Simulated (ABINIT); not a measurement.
# InP (F-43m): G0W0 with ABINIT, start to end, part 3 of 3

How does a plane-wave GW calculation on InP (F-43m) run from the first input to the gap?

ABINIT 10.8.3; PBE and many-body steps on it, plane waves. Known limits of the many-body steps: not at the basis limit; mesh may overstate the screening; no spin-orbit coupling; coarse k mesh.

So far. Step 4 (Empty states on the mesh, 4×4×4 mesh, 195 bands): On this mesh the gap is 0.688 eV. Step 5 (Screening, 4×4×4 mesh, 187 bands, screening to 179.6 eV): Local fields lower ε∞ by 5 %. On a Γ-centred mesh this coarse the value itself is usually too large, while a short band sum pulls it down.

### 6. Self-energy, 4×4×4 mesh, 187 bands, screening to 179.6 eV

The self-energy is evaluated for the states that the input lists, and the levels follow from it, in one-shot runs by the linearised quasiparticle equation.

This step: G0W0 on PBE, plane waves, norm-conserving pseudopotentials.

run.abi reads:

```
acell 3*1.0 Angstrom
rprim 
  -0.000000000000 2.934350000000 2.934350000000
  2.934350000000 -0.000000000000 2.934350000000
  2.934350000000 2.934350000000 -0.000000000000
ntypat 2
znucl 49 15
natom 2
typat 1 2
xred 
  0.000000000000 0.000000000000 0.000000000000
  0.250000000000 0.250000000000 0.250000000000
pp_dirpath "pseudos"
pseudos "In.upf, P.upf"
ecut 33
ngkpt 4 4 4
nshiftk 1
shiftk 0 0 0
kptopt 1
chksymbreak 0
istwfk *1
occopt 1
irdwfk 1
optdriver 4
nband 187
gwcalctyp 0
ecutsigx 33
symsigma 1
nkptgw 8
kptgw 
  0.0000000000 0.0000000000 0.0000000000
  0.2500000000 0.0000000000 0.0000000000
  0.5000000000 0.0000000000 0.0000000000
  0.2500000000 0.2500000000 0.0000000000
  0.5000000000 0.2500000000 0.0000000000
  -0.2500000000 0.2500000000 0.0000000000
  0.5000000000 0.5000000000 0.0000000000
  -0.2500000000 0.5000000000 0.2500000000
bdgw 
  11 23
  11 23
  11 23
  11 23
  11 23
  11 23
  11 23
  11 23
ecuteps 6.6
irdscr 1
ppmodel 1
indata_prefix "in"
outdata_prefix "out"
tmpdata_prefix "tmp"
```

On the command line:

```console
$ OMP_NUM_THREADS=1 mpirun -n 4 abinit run.abi > log
```

Numbers of over 12 decimals in the logs are rounded to 6 here.

Log:

```text
.Version 10.8.3 of ABINIT. v10.8.2 released Aug 2026.

 Symmetries : space group F-4 3 m (#216); Bravais cF (face-center cubic)
[... echo of the input left out ...]
== DATASET  1 ==================================================================
-   mpi_nproc: 4, omp_nthreads: 1 (-1 if OMP is not activated)

--- !DatasetInfo
iteration_state: {dtset: 1, }
dimensions: {natom: 2, nkpt: 8, mband: 187, nsppol: 1, nspinor: 1, nspden: 1, mpw: 3119, }
cutoff_energies: {ecut:  33.0, pawecutdg:  -1.0, }
electrons: {nelect:   2.60000000E+01, charge:   0.00000000E+00, occopt:   1.00000000E+00, tsmear:   1.00000000E-02, }

 SIGMA: Calculation of the GW corrections

 Based on a program developped by R.W. Godby, V. Olevano, G. Onida, and L. Reining.
 Incorporated in ABINIT by V. Olevano, G.-M. Rignanese, and M. Torrent.
.Using double precision arithmetic ; gwpc =  8

[... cell and pseudopotentials left out ...]
--------------------------------------------------------------------------------

 ==== K-mesh for the wavefunctions ====
 Number of points in the irreducible wedge :     8
[... list of points left out ...]
 Together with 24 symmetry operations and time-reversal symmetry
 yields    64 points in the full Brillouin Zone.

 ==== Q-mesh for screening function ====
 Number of points in the irreducible wedge :     8
[... list of points left out ...]
 Together with 24 symmetry operations and time-reversal symmetry
 yields    64 points in the full Brillouin Zone.

 vcoul_init : cutoff-mode = AUXILIARY_FUNCTION
 q-points for optical limit:   1
     1)      0.000010    0.000020    0.000030
 setmesh: FFT mesh size selected  =    45x   45x   45
          total number of points  =        91125

 Number of electrons calculated from density =   26.0000; Expected =   26.0000
 average of density, n =  0.076245
 r_s =    1.4630
 omega_plasma =   26.6355 [eV]

 === KS Band Gaps ===
  >>>> For spin  1
   Minimum direct gap =   0.6876 [eV], located at k-point      :   0.0000  0.0000  0.0000
   Fundamental gap    =   0.6876 [eV], Top of valence bands at :   0.0000  0.0000  0.0000
                                       Bottom of conduction at :   0.0000  0.0000  0.0000
 SIGMA fundamental parameters:
 PLASMON POLE MODEL  1
 number of plane-waves for SigmaX                 3119
 number of plane-waves for SigmaC and W            283
 number of plane-waves for wavefunctions          3119
 number of bands                                   187
 number of independent spin polarizations            1
 number of spinorial components                      1
 number of k-points in IBZ                           8
 number of q-points in IBZ                           8
 number of symmetry operations                      24
 number of k-points in BZ                           64
 number of q-points in BZ                           64
 number of frequencies for dSigma/dE                 9
 frequency step for dSigma/dE [eV]                0.25
 number of omega for Sigma on real axis              0
 max omega for Sigma on real axis  [eV]           0.00
 zcut for avoiding poles [eV]                     0.10

 EPSILON^-1 parameters (SCR file):
 dimension of the eps^-1 matrix on file            283
 dimension of the eps^-1 matrix used               283
 number of plane-waves for wavefunctions          3119
 number of bands                                   187
 number of q-points in IBZ                           8
 number of frequencies                               2
 number of real frequencies                          1
 number of imag frequencies                          1

 matrix elements of self-energy operator (all in [eV])

 Perturbative Calculation

--- !SelfEnergy_ee
iteration_state: {dtset: 1, }
kpoint     : [   0.000,    0.000,    0.000, ]
spin       : 1
KS_gap     :    0.688
QP_gap     :    1.348
Delta_QP_KS:    0.660
data: !SigmaeeData |
     Band     E0 <VxcDFT>   SigX SigC(E0)      Z dSigC/dE  Sig(E)    E-E0       E
       11   4.922 -12.904 -14.799   1.058   0.776  -0.289 -13.553  -0.649   4.273
       12   4.922 -12.904 -14.799   1.058   0.776  -0.289 -13.553  -0.649   4.273
       13   4.922 -12.904 -14.799   1.058   0.776  -0.289 -13.553  -0.649   4.273
       14   5.610 -11.727  -7.731  -3.982   0.790  -0.265 -11.716   0.011   5.621
       15   9.010 -10.776  -6.305  -4.345   0.795  -0.258 -10.676   0.100   9.110
       16   9.010 -10.776  -6.305  -4.345   0.795  -0.258 -10.676   0.100   9.110
       17   9.010 -10.776  -6.305  -4.345   0.795  -0.258 -10.676   0.100   9.110
       18  13.498  -9.035  -3.836  -5.294   0.795  -0.258  -9.111  -0.076  13.422
       19  14.330 -10.984  -5.369  -5.388   0.772  -0.296 -10.809   0.175  14.505
       20  14.330 -10.984  -5.369  -5.388   0.772  -0.296 -10.809   0.175  14.505
[...]
--- !SelfEnergy_ee
iteration_state: {dtset: 1, }
kpoint     : [   0.250,    0.000,    0.000, ]
spin       : 1
KS_gap     :    2.337
QP_gap     :    3.022
Delta_QP_KS:    0.685
data: !SigmaeeData |
     Band     E0 <VxcDFT>   SigX SigC(E0)      Z dSigC/dE  Sig(E)    E-E0       E
[...]
--- !SelfEnergy_ee
iteration_state: {dtset: 1, }
kpoint     : [   0.500,    0.000,    0.000, ]
spin       : 1
KS_gap     :    2.454
QP_gap     :    3.166
Delta_QP_KS:    0.712
data: !SigmaeeData |
     Band     E0 <VxcDFT>   SigX SigC(E0)      Z dSigC/dE  Sig(E)    E-E0       E
[...]
--- !SelfEnergy_ee
iteration_state: {dtset: 1, }
kpoint     : [   0.250,    0.250,    0.000, ]
spin       : 1
KS_gap     :    3.889
QP_gap     :    4.552
Delta_QP_KS:    0.663
data: !SigmaeeData |
     Band     E0 <VxcDFT>   SigX SigC(E0)      Z dSigC/dE  Sig(E)    E-E0       E
[...]
--- !SelfEnergy_ee
iteration_state: {dtset: 1, }
kpoint     : [   0.500,    0.250,    0.000, ]
spin       : 1
KS_gap     :    4.283
QP_gap     :    4.942
Delta_QP_KS:    0.659
data: !SigmaeeData |
     Band     E0 <VxcDFT>   SigX SigC(E0)      Z dSigC/dE  Sig(E)    E-E0       E
[...]
--- !SelfEnergy_ee
iteration_state: {dtset: 1, }
kpoint     : [  -0.250,    0.250,    0.000, ]
spin       : 1
KS_gap     :    4.017
QP_gap     :    4.762
Delta_QP_KS:    0.745
data: !SigmaeeData |
     Band     E0 <VxcDFT>   SigX SigC(E0)      Z dSigC/dE  Sig(E)    E-E0       E
[...]
--- !SelfEnergy_ee
iteration_state: {dtset: 1, }
kpoint     : [   0.500,    0.500,    0.000, ]
spin       : 1
KS_gap     :    4.074
QP_gap     :    4.622
Delta_QP_KS:    0.549
data: !SigmaeeData |
     Band     E0 <VxcDFT>   SigX SigC(E0)      Z dSigC/dE  Sig(E)    E-E0       E
[...]
--- !SelfEnergy_ee
iteration_state: {dtset: 1, }
kpoint     : [  -0.250,    0.500,    0.250, ]
spin       : 1
KS_gap     :    7.186
QP_gap     :    7.772
Delta_QP_KS:    0.585
data: !SigmaeeData |
     Band     E0 <VxcDFT>   SigX SigC(E0)      Z dSigC/dE  Sig(E)    E-E0       E
[...]
19  16.167 -11.903  -5.504  -6.147   0.741  -0.350 -11.717   0.186  16.353
       20  16.960  -9.666  -3.827  -6.076   0.751  -0.331  -9.844  -0.178  16.783
       21  16.973 -10.957  -4.447  -6.330   0.738  -0.354 -10.824   0.133  17.106
       22  19.405  -8.931  -2.766  -6.489   0.734  -0.363  -9.169  -0.238  19.167
       23  21.611 -11.083  -3.941  -7.475   0.692  -0.445 -11.313  -0.230  21.381

 New Fermi energy :        1.818119E-01 Ha ,    4.947354E+00 eV

 === QP Band Gaps ===
  >>>> For spin  1
   Minimum direct gap =   1.3479 [eV], located at k-point      :   0.0000  0.0000  0.0000
   Fundamental gap    =   1.3479 [eV], Top of valence bands at :   0.0000  0.0000  0.0000
                                       Bottom of conduction at :   0.0000  0.0000  0.0000

== END DATASET(S) ==============================================================
================================================================================

 -outvars: echo values of variables after computation  --------
           etotal      0.0000000000E+00
            nband         187
             nkpt           8
          spgroup         216
 [... the other variables as echoed above ...]

 Calculation completed.
```

Elapsed: 5.1 min, on 4 MPI ranks of Arm Neoverse V2, shared host; peak memory 1.4 GiB.

Numbers from this step:

* G0W0 gap on the mesh: 1.348 eV
* starting gap on the mesh: 0.6876 eV
* k of the valence top: 0, 0, 0
* k of the conduction bottom: 0, 0, 0
* Z at the valence top: 0.776
* Z at the conduction bottom: 0.79
* least direct G0W0 gap on the computed points: 1.348 eV

The gap on the mesh goes from 0.69 eV to 1.35 eV, a correction of +0.66 eV.

Limits: finite bands, cutoff and mesh; no spin-orbit coupling; coarse k mesh. v1 is the top filled band, c1 the lowest empty one. The levels before and after the correction (eV, zero at the valence-band top of each column):

```csv
,conduction bottom,valence top
Kohn-Sham,0.69,0.00
G0W0,1.35,0.00
```

```csv
,level,energy (eV)
Kohn-Sham,Γ v3-v1,0.000
Kohn-Sham,Γ c1,0.688
Kohn-Sham,Γ c2-c4,4.087
G0W0,Γ v3-v1,0.000
G0W0,Γ c1,1.348
G0W0,Γ c2-c4,4.837
```

### 7. Where the time went

Times are wall times on 4 MPI ranks of Arm Neoverse V2, shared host, good to a factor of about two.

```csv
step,time,share,memory (GiB)
ground state,11 s,3 %,0.33
bands along the symmetry lines,13 s,3 %,0.31
empty states on the mesh,39 s,9 %,2.3
screening,49 s,12 %,1.2
self-energy,5.1 min,73 %,1.4
```

### 8. Summary of results

| Property | Result |
| --- | --- |
| PBE gap | 0.69 eV, direct |
| G0W0 gap on the mesh | 1.35 eV |
| GW settings | 4×4×4 mesh, 187 bands, screening to 179.6 eV, Godby-Needs plasmon pole |
| known limits | not at the basis limit; mesh may overstate the screening; no spin-orbit coupling; coarse k mesh |

In words: G0W0 moves the gap on the mesh from 0.69 eV to 1.35 eV (+0.66 eV), with Z of 0.78 and 0.79 at the edges. Local fields lower the RPA ε∞ on this mesh from 49.81 to 47.20; a Γ-centred mesh this coarse tends to raise both, most where the direct gap is narrow, while a short band sum lowers them. The dearest step here is «self-energy». Bands and cutoff are finite, so the gap is not at the basis limit. The miss can reach some tenths of an eV and take either sign; the mesh is an error of its own. The 4×4×4 mesh is coarse for this cell, which bears on the long-range parts of exchange and screening. The RPA ε∞ on this mesh reaches over 25; with a narrow direct gap a coarse mesh can overstate it, and the correction is then too small. The many-body steps are scalar-relativistic: spin-orbit coupling is not in them.

[Paths, hosts, dates, memory and timing lines, banners, echoed tables and standing remarks are left out of the program output.]

[Logs are printed without paths, hosts, clocks, repeated set-up lines and the standing remarks that a program may print on its own settings, such as how far it seeks lower states.]

[Runs of the session that timed out or met a known fault of the program may be left out.]

[Hosts, paths, dates, database ids (printed as entryN), source tags and the programs' standing remarks are cut or masked in the printed files.]

[G0W0 gaps are taken among the corrected bands and points alone; a level outside them can change the order at an edge.]

[Where Ansatz stands beside ABINIT at settings called matched, ABINIT's density can come from a denser mesh and the files from another edition; pairs whose starting gaps differed by over 0.03 eV were left out, so agreement reads better than it is.]
